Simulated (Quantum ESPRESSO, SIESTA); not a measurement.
# A film of hcp Ti on a mismatched substrate: biaxial strain at PBEsol

How do stress, the free cell edge and energy of hcp Ti respond when two cell vectors are strained alike, as in a film clamped to a substrate?

Numbers are calculated unless marked as measured.

**1. Set-up**

The cell holds 2 atoms (2 Ti). Its first two vectors are changed by -4 to +4 % from typed lattice constants. At each strain the reference relaxes the third vector's length and the atoms, and all levels then solve that geometry.

**2. One input**

Quantum ESPRESSO 7.5: Kohn-Sham DFT, PBEsol, GBRV 1.5 ultrasoft pseudopotentials, plane waves. Its pw.in for the cell at -1 %:

```
&control
  calculation = 'scf'
  pseudo_dir = './pseudo'
  outdir = './tmp'
  disk_io = 'none'
  tprnfor = .true.
  tstress = .true.
/
&system
  ibrav = 0
  nat = 2
  ntyp = 1
  ecutwfc = 45
  ecutrho = 270
  occupations = 'smearing'
  smearing = 'fd'
  degauss = 0.007350
/
&electrons
  conv_thr = 1.0e-08
  electron_maxstep = 100
  mixing_beta = 0.3
  mixing_mode = 'plain'
  diagonalization = 'david'
/
ATOMIC_SPECIES
Ti 47.867 Ti.upf
CELL_PARAMETERS angstrom
2.91060 0.00000 0.00000
-1.45530 2.52065 0.00000
0.00000 0.00000 4.58036
ATOMIC_POSITIONS crystal
Ti 0.00000 0.00000 0.00000
Ti 0.33333 0.66667 0.50000
K_POINTS automatic
12 12 7 0 0 0
```

Wall time 28 s (2 MPI ranks of Arm Neoverse V2, shared host); peak memory 0.19 GiB.

**3. The levels**

```
                 level                      basis or training data  k-meshes  runs finished  CPU time  peak memory (GiB)
QE, PBEsol (reference)  plane waves, GBRV 1.5 ultrasoft, 45/270 Ry   12×12×7         9 of 9   7.5 min                0.2
    SIESTA DZP, PBEsol    DZP orbitals, shift 0.01 Ry, mesh 400 Ry   12×12×7         9 of 9   4.6 min               0.38
```

CPU times are sums over a level's finished runs on a shared host, and rough.

**4. The reference along the scan**

Stress in GPa, compression positive; in-plane is the mean of xx and yy.

```
strain (%)  first edge (Å)  third edge (Å)  volume (Å³/atom)  energy over the lowest row (meV/atom)  in-plane stress  stress zz  space group
        -4          2.8224          4.7051            16.230                                  16.00             5.72       0.00     P6_3/mmc
        -3          2.8518          4.6611            16.414                                   6.14             3.57      -0.01     P6_3/mmc
        -2          2.8812          4.6191            16.604                                   0.84             1.51       0.13     P6_3/mmc
        -1          2.9106          4.5804            16.802                                   0.00            -0.62       0.07     P6_3/mmc
        +0          2.9400          4.5429            17.003                                   3.46            -2.61       0.04     P6_3/mmc
        +1          2.9694          4.5066            17.206                                  10.93            -4.49      -0.07     P6_3/mmc
        +2          2.9988          4.4680            17.398                                  22.08            -5.99       0.06     P6_3/mmc
        +3          3.0282          4.4279            17.582                                  36.53            -7.57      -0.07     P6_3/mmc
        +4          3.0576          4.3865            17.758                                  53.90            -8.82      -0.04     P6_3/mmc
```

**5. The other programs on the same cells**

```
strain (%)  E (meV/atom), SIESTA DZP, PBEsol  in-plane (GPa), SIESTA DZP, PBEsol  zz (GPa), SIESTA DZP, PBEsol
        -4                              4.62                                2.71                         -1.25
        -3                              0.00                                0.51                         -1.21
        -2                              0.11                               -1.64                         -1.16
        -1                              4.81                               -3.64                         -1.16
        +0                             13.54                               -5.61                         -1.25
        +1                             26.24                               -7.41                         -1.41
        +2                             42.31                               -8.87                         -1.50
        +3                             61.40                              -10.52                         -1.70
        +4                             83.09                              -11.50                         -1.79
```

Energies are counted from each level's lowest row. The third edge isn't relaxed at these levels, so their energies hold the strain that the zz column shows.

By hand, between the rows at -2 and -1 %, which bracket zero stress: Δ ln(1 + ε) = 0.01015, the in-plane stress falls by 2.13 GPa and ln c changes by -0.00843, which give ratios of 210 GPa and -0.83. The values below come from parabolas through the four nearest rows.

**6. What came out**

The reference's in-plane stress vanishes at -1.29 % from the typed cell. At that point the biaxial modulus, the fall of stress per unit of strain, is 203 GPa, and the third edge shrinks by 0.83 % for each per cent of in-plane stretch, the ratio 2C13/C33 in linear elasticity. Slopes between neighbouring rows run unevenly (208, 201, 210, 198, 189, 153, 162, 129 GPa), so both figures hang on the rows used, and the k-mesh may be too coarse for this metal. On the same four cells SIESTA DZP, PBEsol gives a slope of 199 GPa at that strain, with in-plane stress -3.1 GPa from the reference's and -1.2 GPa left along z.

**Limits.** The nuclei are static, without zero-point or thermal motion. SIESTA's automatically made basis is far from complete, and its potentials were converted by us (checked for H, C, O, Si, Ge and Ca alone). The DFT runs use Fermi–Dirac occupations of width 0.1 eV, and energies are free energies. The cell's angles are held, and no larger cell is allowed, so domains, twins, tilts of longer period and dislocations can't form.

[Logs are printed without paths, hosts, clocks, repeated set-up lines and the standing remarks that a program may print on its own settings, such as how far it seeks lower states.]

[Hosts, paths, dates, database ids (printed as entryN), source tags and the programs' standing remarks are cut or masked in the printed files.]
